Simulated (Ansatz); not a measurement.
An input for Ansatz 0.2.0 (Ca on the Sr site in SrCl2 (24-atom cell)):

```yaml
crystal:
  lattice:
    - [0.0, 6.9767, 6.9767]
    - [6.9767, 0.0, 6.9767]
    - [6.9767, 6.9767, 0.0]
  atoms:
    - { symbol: Ca, position: [0.0, 0.0, 0.0] }
    - { symbol: Sr, position: [0.0, 0.0, 0.5] }
    - { symbol: Sr, position: [0.0, 0.5, 0.0] }
    - { symbol: Sr, position: [0.0, 0.5, 0.5] }
    - { symbol: Sr, position: [0.5, 0.0, 0.0] }
    - { symbol: Sr, position: [0.5, 0.0, 0.5] }
    - { symbol: Sr, position: [0.5, 0.5, 0.0] }
    - { symbol: Sr, position: [0.5, 0.5, 0.5] }
    - { symbol: Cl, position: [0.1221547279, 0.1221547279, 0.1221547279] }
    - { symbol: Cl, position: [0.1221547279, 0.1221547279, 0.6335358163] }
    - { symbol: Cl, position: [0.1221547279, 0.6335358163, 0.1221547279] }
    - { symbol: Cl, position: [0.1239469397, 0.6253510201, 0.6253510201] }
    - { symbol: Cl, position: [0.6335358163, 0.1221547279, 0.1221547279] }
    - { symbol: Cl, position: [0.6253510201, 0.1239469397, 0.6253510201] }
    - { symbol: Cl, position: [0.6253510201, 0.6253510201, 0.1239469397] }
    - { symbol: Cl, position: [0.6253510201, 0.6253510201, 0.6253510201] }
    - { symbol: Cl, position: [0.3746489799, 0.3746489799, 0.3746489799] }
    - { symbol: Cl, position: [0.3746489799, 0.3746489799, 0.8760530603] }
    - { symbol: Cl, position: [0.3746489799, 0.8760530603, 0.3746489799] }
    - { symbol: Cl, position: [0.3664641837, 0.8778452721, 0.8778452721] }
    - { symbol: Cl, position: [0.8760530603, 0.3746489799, 0.3746489799] }
    - { symbol: Cl, position: [0.8778452721, 0.3664641837, 0.8778452721] }
    - { symbol: Cl, position: [0.8778452721, 0.8778452721, 0.3664641837] }
    - { symbol: Cl, position: [0.8778452721, 0.8778452721, 0.8778452721] }
kpoints:
  mp_grid: { grid: [2, 2, 2] }
hamiltonian:
  xc: hse06
  pseudopotentials: { kind: paw, azcp: { folder: soft_1 } }
scf:
  occupations: { method: fixed }
  n_extra_bands: 7
output:
  eigenvalues: true
```

```sh
ansatz run input.yaml --threads 8 --pin off --max-ram 17510MiB --backend cpu --events-out ev --progress --plain --runs-dir out
```

**Question.** How long will it take on 8 threads of Arm Neoverse V2, shared host, and how much memory?

It took 40 s; on shared hardware allow 20 s to 80 s. Peak host memory was 6.2 GiB. The sizes that set the cost: 13323 plane waves a state, 3 irreducible k points and 15 SCF cycles.

Exact exchange couples every pair of k points and filled bands, so it costs far more than a semilocal run.

[Paths, hosts, dates, memory and timing lines, banners, echoed tables and standing remarks are left out of the program output.]

[Logs are printed without paths, hosts, clocks, repeated set-up lines and the standing remarks that a program may print on its own settings, such as how far it seeks lower states.]

[Runs of the session that timed out or met a known fault of the program may be left out.]

[Cells called generated may have been cut or substituted from an entry of the Crystallography Open Database or the Materials Project.]

[Hosts, paths, dates, database ids (printed as entryN), source tags and the programs' standing remarks are cut or masked in the printed files.]
